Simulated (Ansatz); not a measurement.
# Work function of Ru(0001): what the settings cost and change

Aim: the numerical settings behind the work function of Ru(0001), with the cost of each.

Method: plane-wave DFT, PBE, Ansatz PAW, in Ansatz 0.2.0.

### Step 1. The structure

The cell holds 7 atoms: 7 Ru. Cell: a = 2.700 Å, b = 2.700 Å, c = 30.830 Å, α = 90.0°, β = 90.0°, γ = 60.0°. Vacuum lies along c.

### Step 2. Slab, setting cutoff 200 eV

A work function rests on the faint tail of the density, so the SCF threshold is tight. The cutoff is raised first; then mesh and smearing are varied at the default cutoff.

The input, input.yaml:

```yaml
crystal:
  lattice:
    - [2.7, 0.0, 0.0]
    - [1.35, 2.3382685902, 0.0]
    - [0.0, 0.0, 30.8304]
  atoms:
    - { symbol: Ru, position: [0.0, 0.0, 0.2919196637] }
    - { symbol: Ru, position: [0.6666666667, 0.6666666667, 0.3612797758] }
    - { symbol: Ru, position: [0.0, 0.0, 0.4306398879] }
    - { symbol: Ru, position: [0.6666666667, 0.6666666667, 0.5] }
    - { symbol: Ru, position: [0.0, 0.0, 0.5693601121] }
    - { symbol: Ru, position: [0.6666666667, 0.6666666667, 0.6387202242] }
    - { symbol: Ru, position: [0.0, 0.0, 0.7080803363] }
kpoints:
  mp_grid: { grid: [17, 17, 1] }
hamiltonian:
  xc: pbe
scf:
  occupations: { method: fermi_dirac, width: 0.1 }
  convergence: { dr2_threshold: 1.0e-09 }
efield:
  axis: 3
  dipole_correction: true
  ramp_position: 0.97
  ramp_width: 0.06
basis:
  ecutwfc: "200 eV"
output:
  write_potential: true
  write_density: true
  volumetric_format: npy
  elf: true
```

On the command line:

```bash
> ansatz run input.yaml --threads 2 --pin off --max-ram 3072MiB --backend cpu --events-out ev --progress --plain --runs-dir out
```

Output:

```text
Warning: basis.ecutwfc = 200 eV is below the records' recommended 420 eV, and the density's cutoff is lower with it unless basis.ecutrho_ratio is high enough to keep the records' density cutoff: compare with a run at a higher cutoff
Engine: ansatz 0.2.0, aarch64-unknown-linux-gnu
Pseudopotentials: kind: paw
Pseudopotential: Ru, paw, valence charge 16, recommended cutoff 420 eV (normal), Ru.paw.azcp
Functional definition: PBE
  parameter kappa = 0.804
  parameter beta = 0.066725
  exchange = pbe_x(kappa = kappa, mu = beta*pi^2/3)
  correlation = pbe_c(beta = beta)
Crystal: 7 atoms, lattice volume = 194.642 Å³
Basis set: ecut = 200 eV, 1241 PW (Γ)
Bands: 68, of which v1, the nominal top of the filled ones, is band 56 counted from 1 (55 counted from 0)
Symmetry: 6 space group operations
k-points: 33 of 289 (time reversal used)
Non-local potential: Ru, projectors of the file, l = 0: 3, l = 1: 2, l = 2: 2, l = 3: 1
PAW form: soft (Blöchl's): semilocal exchange-correlation on the pseudo side does not see the compensation charge
PAW one-centre angular grid: Ru, 590 points (default); XC on 64 Gauss nodes
Initial density: superposition of atomic densities (neutral atoms: chi_scale 0, normalization atom), corrected by the library's trained network
Initial wavefunctions: pseudopotential atomic-orbital guess
Functional: x = pbe(κ = 0.804, μ = 0.219515), c = pbe(β = 0.066725)
SCF iter   1: F=—  HF=-41086.091850 eV  |F-HF|=—  |Δ(HF+E_count)|=         —  Δρ=1.12e-1  dr2=2.18e1  ethr=1.77e-3  p=-0.000 e·Å  D=-1.54e-15 V/Å  ΔV_dip=0.00 eV  dr2_dipole=7.34e-8  V_vac-E_F(+/−)=3.85/3.85 eV  ⟨swp⟩=7.0  Hψ=9215  notcnv=0  defer=7
efield: sawtooth ramp at fractional position 0.9700 (set: `efield.ramp_position`, or a place that a band, a saddle search or an elastic batch's reference lends), width 0.0600; the density the first Hamiltonian is built on has a dipole p = -0.000 e·Å; the dipole correction subtracts the counter field D = -1.54e-15 V/Å, which shifts the + side's vacuum level by +0.00 eV against the − side's; the planar-averaged density in the ramp window peaks in size at 1.1e-4 e/Å³
preconditioner: auto → LDOS  [metal: Δε(μ)=0.022 eV  Ē_g=4.921 eV  σ=0.100 eV  W_gap=0.05  n_scr=24 (ndim 8)  ℏωp=19.9 eV  f_vac=0.475  D(μ)=7.24/eV (n_scr^D=24)  β→1.0]
SCF iter   2: F=—  HF=-41084.932722 eV  |F-HF|=—  |Δ(HF+E_count)|=    1.16e0  Δρ=8.04e-2  dr2=1.19e1  ethr=1.77e-3  p=0.000 e·Å  D=6.55e-5 V/Å  ΔV_dip=-0.00 eV  dr2_dipole=2.20e-6  V_vac-E_F(+/−)=5.60/5.61 eV  ⟨swp⟩=3.0  Hψ=6124  notcnv=0  defer=11
SCF iter   3: F=—  HF=-41080.984714 eV  |F-HF|=—  |Δ(HF+E_count)|=    3.95e0  Δρ=8.73e-3  dr2=2.02e-1  ethr=1.77e-3  p=0.000 e·Å  D=4.66e-6 V/Å  ΔV_dip=-0.00 eV  dr2_dipole=7.82e-8  V_vac-E_F(+/−)=5.49/5.49 eV  ⟨swp⟩=2.5  Hψ=4898  notcnv=0  defer=13
SCF iter   4: F=—  HF=-41080.964485 eV  |F-HF|=—  |Δ(HF+E_count)|=   2.02e-2  Δρ=3.54e-3  dr2=6.33e-2  ethr=1.81e-4  p=0.000 e·Å  D=1.09e-5 V/Å  ΔV_dip=-0.00 eV  dr2_dipole=9.02e-9  V_vac-E_F(+/−)=5.56/5.57 eV  ⟨swp⟩=3.6  Hψ=5209  notcnv=0  defer=13
SCF iter   5: F=—  HF=-41080.953687 eV  |F-HF|=—  |Δ(HF+E_count)|=   1.08e-2  Δρ=6.52e-4  dr2=1.52e-3  ethr=5.65e-5  p=0.000 e·Å  D=5.22e-6 V/Å  ΔV_dip=-0.00 eV  dr2_dipole=1.20e-10  V_vac-E_F(+/−)=5.64/5.65 eV  ⟨swp⟩=2.0  Hψ=3208  notcnv=0  defer=13
SCF iter   6: F=—  HF=-41080.953740 eV  |F-HF|=—  |Δ(HF+E_count)|=   5.34e-5  Δρ=2.66e-4  dr2=3.70e-4  ethr=1.35e-6  p=0.000 e·Å  D=3.63e-6 V/Å  ΔV_dip=-0.00 eV  dr2_dipole=1.67e-12  V_vac-E_F(+/−)=5.65/5.66 eV  ⟨swp⟩=3.1  Hψ=4054  notcnv=0  defer=13
SCF iter   7: F=—  HF=-41080.953918 eV  |F-HF|=—  |Δ(HF+E_count)|=   1.78e-4  Δρ=8.53e-5  dr2=2.36e-5  ethr=3.30e-7  p=0.000 e·Å  D=1.07e-6 V/Å  ΔV_dip=-0.00 eV  dr2_dipole=1.45e-10  V_vac-E_F(+/−)=5.67/5.68 eV  ⟨swp⟩=2.2  Hψ=3174  notcnv=0  defer=13
SCF iter   8: F=—  HF=-41080.953934 eV  |F-HF|=—  |Δ(HF+E_count)|=   1.55e-5  Δρ=2.73e-5  dr2=4.78e-6  ethr=2.11e-8  p=0.000 e·Å  D=3.80e-7 V/Å  ΔV_dip=-0.00 eV  dr2_dipole=5.10e-11  V_vac-E_F(+/−)=5.68/5.69 eV  ⟨swp⟩=3.3  Hψ=4690  notcnv=0  defer=13
SCF iter   9: F=—  HF=-41080.953941 eV  |F-HF|=—  |Δ(HF+E_count)|=   7.96e-6  Δρ=1.22e-5  dr2=7.72e-7  ethr=4.27e-9  p=0.000 e·Å  D=1.47e-7 V/Å  ΔV_dip=-0.00 eV  dr2_dipole=1.21e-11  V_vac-E_F(+/−)=5.69/5.69 eV  ⟨swp⟩=2.1  Hψ=3179  notcnv=0  defer=13
SCF iter  10: F=—  HF=-41080.953942 eV  |F-HF|=—  |Δ(HF+E_count)|=   3.02e-7  Δρ=2.55e-6  dr2=1.92e-8  ethr=6.89e-10  p=0.000 e·Å  D=1.72e-10 V/Å  ΔV_dip=-0.00 eV  dr2_dipole=6.68e-13  V_vac-E_F(+/−)=5.69/5.69 eV  ⟨swp⟩=2.3  Hψ=3600  notcnv=0  defer=13
SCF iter  11: F=-41080.953942 eV  HF=-41080.953942 eV  |F-HF|=2.91e-11  |Δ(HF+E_count)|=   1.95e-9  Δρ=5.98e-7  dr2=8.26e-10  ethr=1.00e-12  p=-0.000 e·Å  D=-7.13e-9 V/Å  ΔV_dip=0.00 eV  dr2_dipole=1.09e-13  V_vac-E_F(+/−)=5.69/5.69 eV  ⟨swp⟩=6.1  Hψ=8665  notcnv=0
WARN: efield: at this solve's end the planar-averaged density reaches 1.43e-4 e/Å³ inside the ramp window [0.9376, 0.0624] (bound 1e-5 e/Å³); by the running means of the window's planes the mean density over a ramp is at most 1.13e-4 e/Å³, which is held to the bound (the quickstart, § The vacuum guard, A window that rings); the window's nearer edge stands 7.08 Å from this solve's nearest atom along the axis. Its work [...]
SCF 1 converged in 11 iterations: F = -41080.953942 eV  dr2 = 8.26e-10
  greatest PAW one-centre occupation: 1.075 electrons in one spin orbital (limit 2), on the Ru atom at site 6 (counted from 0), in its partial waves of l = 1
WARN: The output density's exchange-correlation potential varies sharply where the density is thin. Do not read a vacuum level from v_tot or v_xc, or from such a field of the output density. On a cell that repeats whose density bears no net charge and no dipole along the vacuum's axis use v_es (v_loc + v_h of the components); under efield.dipole_correction with no amplitude use v_es + v_field, which holds any externa [...]
SCF converged after 11 iterations
Free energy (F): -41080.953942 eV
Harris-Foulkes:  -41080.953942 eV  (|F-HF|=2.91e-11)
Internal energy: -41080.661689 eV  (E = F + TS)
E sigma→0 (E₀):  -41080.807815 eV
Entropy (-TS):   -0.292253 eV (-41.750 meV/atom)
Fermi energy:    8.692432 eV
Dipole field:    D = -0.000000 V/Å  (p = -0.000000 e·Å, saw-weighted, corrected)
Work function:   Φ+ = 5.6888 eV (in doubt: plateau slope 3.6e-2 eV/Å)   Φ− = 5.6945 eV (in doubt: plateau slope 3.2e-2 eV/Å)
Levels:          The Fermi level and band energies are counted from a zero that moves with the ramp; work functions are not
Vacuum region:   at the solve's end the planar-averaged density reaches 1.43e-4 e/Å³ inside the ramp window [0.9376, 0.0624] (bound 1e-5 e/Å³); by the running means of the window's planes the mean density over a ramp is at most 1.13e-4 e/Å³, which is held to the bound (the quickstart, § The vacuum guard, A window that rings)
--- Per-component energies (eV) ---
  E_band       = -2084.500446
  E_kinetic    = 3760.145370
  E_local      = -256076.455222  (includes V_loc(G=0)·N_el)
  E_nonlocal   = 2150.378981
  E_hartree    = 125633.521635
  E_xc         = -1371.055987
  E_vxc        = -1723.180139  (∫ρ·V_xc dr)
  E_paw        = -24145.403840  (= ΣΔE_a)
  E_vpaw       = -1462.400657  (= ΣTr[D̂ρ^β])
  E_aug_tail   = -0.035619  (compensation charges beyond the density's cutoff)
  E_efield     = 0.000000  (sawtooth field / dipole correction)
  E_vefield    = 0.000000  (∫n·V_field dr)
  E_ewald      = 108968.242993
  E_smearing   = -0.292253  (= −TS)
  E_closure    = -0.000000  (closes the sum)
  Σ components = -41080.953942   (vs F -41080.953942, Δ=0.00e0)
--- Band table (eV; the first three rows and the last of 33) ---
  k-point 0: bands = [... 52 lower, 7.4985, 7.4985, 7.9822, 7.9822, 8.3477, 8.3477, 8.4275, 8.9202, ... 8 higher]
  k-point 1: bands = [... 52 lower, 7.2107, 7.2776, 7.7873, 7.8253, 8.1791, 8.2759, 8.3399, 8.8613, ... 8 higher]
  k-point 2: bands = [... 52 lower, 7.2837, 7.3400, 7.4383, 7.7007, 7.7815, 7.9085, 8.1903, 8.2888, ... 8 higher]
  k-point 32: bands = [... 52 lower, 7.6886, 8.1778, 8.8930, 9.1207, 9.1786, 9.4683, 9.5004, 9.5220, ... 8 higher]
```

The job ended after 26 s (2 threads of Arm Neoverse N1, shared host; peak memory 0.41 GiB; 50 s of CPU time).

The column dr2 measures how far the density is from self-consistency, as an energy; F and HF (Harris–Foulkes) agree once it is small.

Numbers from this step:

| Property | Result |
| --- | --- |
| energy at zero smearing | -41080.8078 eV |
| work function, upper face | 5.689 eV |

Running mean over 2.138 Å of the planar mean; the ramp of the sawtooth is left out. Table of electron's electrostatic potential energy less the Fermi level by z:

| z (Å) | electron's electrostatic potential energy less the Fermi level (eV) |
| --- | --- |
| 4 | 5.57 |
| 5 | 5.48 |
| 6 | 5.28 |
| 7 | 4.12 |
| 8 | -6.21 |
| 9 | -14.3 |
| 10 | -14.6 |
| 11 | -14.8 |
| 12 | -14.8 |
| 13 | -14.8 |
| 14 | -14.8 |
| 15 | -14.8 |
| 16 | -14.8 |
| 17 | -14.8 |
| 18 | -14.8 |
| 19 | -14.8 |
| 20 | -14.8 |
| 21 | -14.6 |
| 22 | -14.0 |
| 23 | -3.60 |
| 24 | 4.55 |
| 25 | 5.33 |
| 26 | 5.50 |
| 27 | 5.58 |

ELF in the ca plane at fractional y = 0.000, with atoms of Ru within 0.2 Å of it. It is the smooth field of the valence electrons, not physical close to the nuclei.

Values, 5 rows by 16 columns, each cell a mean:
```
0.25 0.30 0.59 0.40 0.27 0.28 0.53 0.49 0.28 0.27 0.45 0.58 0.14 0.01 0.00 0.00
0.31 0.25 0.34 0.26 0.29 0.26 0.31 0.29 0.26 0.27 0.28 0.33 0.14 0.01 0.00 0.00
0.43 0.27 0.27 0.29 0.37 0.27 0.30 0.31 0.30 0.33 0.29 0.31 0.17 0.01 0.00 0.00
0.24 0.26 0.47 0.31 0.24 0.25 0.41 0.37 0.25 0.24 0.35 0.45 0.13 0.01 0.00 0.00
0.31 0.32 0.53 0.41 0.33 0.30 0.51 0.49 0.31 0.31 0.46 0.54 0.15 0.01 0.00 0.00
```
Columns run along c (16.0 Å, from fractional 0.35 to 0.87 of the cell), rows up along a (2.7 Å). Atoms in or near the plane, at fractional coordinates: Ru at (0.43, 0.00), Ru at (0.57, 0.00), Ru at (0.71, 0.00).

Valence density in the ca plane at fractional y = 0.000, with atoms of Ru within 0.2 Å of it. It is the smooth field of the valence electrons, not physical close to the nuclei.

Ten even steps from '0' (0.0 e/Å³) to '9' (9.4 e/Å³), each cell a mean:
```
00000379620000000488510000001587300000000000
00000134310000000244200000000243100000000000
11000011000011000011000011000011000000000000
12100000000012100000000121000000000000000000
11100000000011000000000011000000000000000000
00000022100000000122100000000122000000000000
00000257410000000367310000001476200000000000
00000389720000001599510000002698400000000000
```
Columns run along c (16.0 Å, from fractional 0.35 to 0.87 of the cell), rows up along a (2.7 Å). Atoms in or near the plane, at fractional coordinates: Ru at (0.43, 0.00), Ru at (0.57, 0.00), Ru at (0.71, 0.00).

Electrostatic potential energy in the ca plane at fractional y = 0.000, with atoms of Ru within 0.2 Å of it. With pseudopotentials it is smooth inside the atoms' cores, unlike the true potential.

Ten even steps from '0' (-88 eV) to '9' (14 eV), each cell a mean:
```
99998500169999998300279999997200489999999999
98999743589988998633689988998534799999999999
87899987899877899877899877899878899999999999
76789999999866799999999866899999999999999999
76789988999876899988999867899988999999999999
88899865789988899765799888998756899999999999
99998610379999998411489999997301589999999999
99998400059999997200279999996100389999999999
```
Columns run along c (16.0 Å, from fractional 0.35 to 0.87 of the cell; values clipped at the 3rd and 97th percentile), rows up along a (2.7 Å). Atoms in or near the plane, at fractional coordinates: Ru at (0.43, 0.00), Ru at (0.57, 0.00), Ru at (0.71, 0.00).

The work function is 5.689 eV. The program marks this work function as in doubt.

### Step 3. Slab

Changes to input.yaml since step 2:

```diff
@@ -26,3 +26,3 @@
 basis:
-  ecutwfc: "200 eV"
+  ecutwfc: "300 eV"
 output:
@@ -31,2 +31 @@
   volumetric_format: npy
-  elf: true
```

Output:

```text
[...]
Crystal: 7 atoms, lattice volume = 194.642 Å³
Basis set: ecut = 300 eV, 2307 PW (Γ)
Bands: 68, of which v1, the nominal top of the filled ones, is band 56 counted from 1 (55 counted from 0)
Symmetry: 6 space group operations
k-points: 33 of 289 (time reversal used)
[...]
k-point 0: bands = [... 52 lower, 7.0166, 7.2736, 7.7900, 7.7900, 8.3293, 8.3293, 8.5037, 8.9574, ... 8 higher]
  k-point 1: bands = [... 52 lower, 7.1094, 7.2834, 7.7043, 7.7405, 8.2423, 8.2889, 8.2922, 8.9295, ... 8 higher]
  k-point 2: bands = [... 52 lower, 7.1905, 7.3773, 7.3824, 7.6882, 7.8827, 8.0206, 8.2255, 8.4094, ... 8 higher]
  k-point 32: bands = [... 52 lower, 7.8249, 8.3592, 9.2071, 9.5518, 9.5537, 9.8830, 10.0201, 10.0490, ... 8 higher]
[key lines of the parts left out:]
SCF converged after 10 iterations
Free energy (F): -41147.740511 eV
Fermi energy:    8.933867 eV
Dipole field:    D = 0.000003 V/Å  (p = 0.000003 e·Å, saw-weighted, corrected)
Work function:   Φ+ = 5.0748 eV   Φ− = 5.0750 eV
```

Elapsed: 42 s, on 2 threads; peak memory 0.52 GiB; 82 s of CPU time.

The work function is 5.075 eV, -0.614 eV from the run “cutoff 200 eV”, at 1.6 times its CPU time.

### Step 4. Run

Changes to input.yaml since step 3:

```diff
@@ -26,3 +26,3 @@
 basis:
-  ecutwfc: "300 eV"
+  ecutwfc: "420 eV"
 output:
```

Output:

```text
[...]
Crystal: 7 atoms, lattice volume = 194.642 Å³
Basis set: ecut = 420 eV, 3841 PW (Γ)
Bands: 68, of which v1, the nominal top of the filled ones, is band 56 counted from 1 (55 counted from 0)
Symmetry: 6 space group operations
k-points: 33 of 289 (time reversal used)
[...]
k-point 0: bands = [... 52 lower, 7.0306, 7.2778, 7.8010, 7.8010, 8.3435, 8.3435, 8.5022, 8.9776, ... 8 higher]
  k-point 1: bands = [... 52 lower, 7.1232, 7.2898, 7.7152, 7.7512, 8.2428, 8.3021, 8.3053, 8.9456, ... 8 higher]
  k-point 2: bands = [... 52 lower, 7.1968, 7.3881, 7.3903, 7.6992, 7.8846, 8.0261, 8.2385, 8.4100, ... 8 higher]
  k-point 32: bands = [... 52 lower, 7.8319, 8.3678, 9.2163, 9.5593, 9.5611, 9.8905, 10.0267, 10.0559, ... 8 higher]
[key lines of the parts left out:]
SCF converged after 10 iterations
Free energy (F): -41148.797598 eV
Fermi energy:    8.940636 eV
Dipole field:    D = -0.000001 V/Å  (p = -0.000002 e·Å, saw-weighted, corrected)
Work function:   Φ+ = 5.0667 eV   Φ− = 5.0667 eV
```

Run time: 58 s. Hardware: 2 threads; peak memory 0.71 GiB; 1.8 min of CPU time.

The work function is 5.067 eV, -0.622 eV from the run “cutoff 200 eV”, at 2.2 times its CPU time.

### Step 5. Slab

Changes to input.yaml since step 4:

```diff
@@ -26,3 +26,3 @@
 basis:
-  ecutwfc: "420 eV"
+  ecutwfc: "600 eV"
 output:
```

Output:

```text
[...]
Crystal: 7 atoms, lattice volume = 194.642 Å³
Basis set: ecut = 600 eV, 6627 PW (Γ)
Bands: 68, of which v1, the nominal top of the filled ones, is band 56 counted from 1 (55 counted from 0)
Symmetry: 6 space group operations
k-points: 33 of 289 (time reversal used)
[...]
k-point 0: bands = [... 52 lower, 7.0305, 7.2774, 7.8010, 7.8010, 8.3434, 8.3434, 8.5018, 8.9774, ... 8 higher]
  k-point 1: bands = [... 52 lower, 7.1231, 7.2895, 7.7151, 7.7511, 8.2424, 8.3020, 8.3051, 8.9454, ... 8 higher]
  k-point 2: bands = [... 52 lower, 7.1966, 7.3880, 7.3902, 7.6992, 7.8843, 8.0259, 8.2384, 8.4097, ... 8 higher]
  k-point 32: bands = [... 52 lower, 7.8318, 8.3676, 9.2161, 9.5591, 9.5609, 9.8903, 10.0265, 10.0556, ... 8 higher]
[key lines of the parts left out:]
SCF converged after 10 iterations
Free energy (F): -41148.815219 eV
Fermi energy:    8.940416 eV
Dipole field:    D = -0.000000 V/Å  (p = -0.000000 e·Å, saw-weighted, corrected)
Work function:   Φ+ = 5.0663 eV   Φ− = 5.0663 eV
```

Run time: 92 s. Hardware: 2 threads; peak memory 1 GiB; 3 min of CPU time.

The work function is 5.066 eV, -0.000 eV from the run “cutoff 420 eV”, at 1.7 times its CPU time.

### Step 6. Slab

Changes to input.yaml since step 5:

```diff
@@ -14,3 +14,3 @@
 kpoints:
-  mp_grid: { grid: [17, 17, 1] }
+  mp_grid: { grid: [3, 3, 1] }
 hamiltonian:
@@ -25,4 +25,2 @@
   ramp_width: 0.06
-basis:
-  ecutwfc: "600 eV"
 output:
```

Output:

```text
[...]
Crystal: 7 atoms, lattice volume = 194.642 Å³
Basis set: ecut = 420 eV, 3841 PW (Γ)
Bands: 68, of which v1, the nominal top of the filled ones, is band 56 counted from 1 (55 counted from 0)
Symmetry: 6 space group operations
k-points: 3 of 9 (time reversal used)
[...]
Work function:   Φ+ = 4.6681 eV   Φ− = 4.6681 eV
[...]
--- Band table (eV) ---
  k-point 0: bands = [... 52 lower, 7.0252, 7.3332, 7.8512, 7.8512, 8.3837, 8.3837, 8.5757, 9.0155, ... 8 higher]
  k-point 1: bands = [... 52 lower, 8.5116, 8.7074, 9.2007, 9.2972, 9.3003, 9.4056, 9.4073, 9.6569, ... 8 higher]
  k-point 2: bands = [... 52 lower, 7.8790, 8.3864, 9.2460, 9.5758, 9.5822, 10.0535, 10.0642, 10.0746, ... 8 higher]
[key lines of the parts left out:]
SCF converged after 11 iterations
Free energy (F): -41144.338726 eV
Fermi energy:    9.240399 eV
Dipole field:    D = -0.000001 V/Å  (p = -0.000001 e·Å, saw-weighted, corrected)
```

Elapsed: 5.4 s, on 2 threads; peak memory 0.41 GiB.

The work function is 4.668 eV, -0.399 eV from the run “cutoff 420 eV”, at 0.091 times its CPU time.

### Step 7. Run

Changes to input.yaml since step 6:

```diff
@@ -14,3 +14,3 @@
 kpoints:
-  mp_grid: { grid: [3, 3, 1] }
+  mp_grid: { grid: [6, 6, 1] }
 hamiltonian:
```

Output:

```text
[...]
Crystal: 7 atoms, lattice volume = 194.642 Å³
Basis set: ecut = 420 eV, 3841 PW (Γ)
Bands: 68, of which v1, the nominal top of the filled ones, is band 56 counted from 1 (55 counted from 0)
Symmetry: 6 space group operations
k-points: 7 of 36 (time reversal used)
[...]
k-point 0: bands = [... 52 lower, 6.9948, 7.2567, 7.7531, 7.7531, 8.3008, 8.3008, 8.4935, 8.9411, ... 8 higher]
  k-point 1: bands = [... 52 lower, 7.2417, 7.3137, 7.5857, 7.6624, 7.7655, 7.8545, 8.2138, 8.2406, ... 8 higher]
  k-point 2: bands = [... 52 lower, 8.4639, 8.6161, 9.0872, 9.1956, 9.2169, 9.3077, 9.3263, 9.6135, ... 8 higher]
  k-point 6: bands = [... 52 lower, 7.7760, 8.3127, 9.1667, 9.5321, 9.5406, 9.9464, 9.9522, 9.9712, ... 8 higher]
[key lines of the parts left out:]
SCF converged after 10 iterations
Free energy (F): -41148.715434 eV
Fermi energy:    9.001982 eV
Dipole field:    D = -0.000001 V/Å  (p = -0.000001 e·Å, saw-weighted, corrected)
Work function:   Φ+ = 5.0312 eV   Φ− = 5.0312 eV
```

Wall time 11 s (2 threads); peak memory 0.46 GiB; 21 s of CPU time.

The work function is 5.031 eV, -0.036 eV from the run “cutoff 420 eV”, at 0.19 times its CPU time.

(Continued in part 2 of 2.)

[Long decimals in the printed logs are rounded to 6 places.]

[Logs are printed without paths, hosts, clocks, repeated set-up lines and the standing remarks that a program may print on its own settings, such as how far it seeks lower states.]

[Hosts, paths, dates, database ids (printed as entryN), source tags and the programs' standing remarks are cut or masked in the printed files.]

[Maps of the electrostatic potential energy from Ansatz leave out the sawtooth potential of an applied field or a dipole correction, so their vacuum need not be flat; planar profiles and work functions include it.]
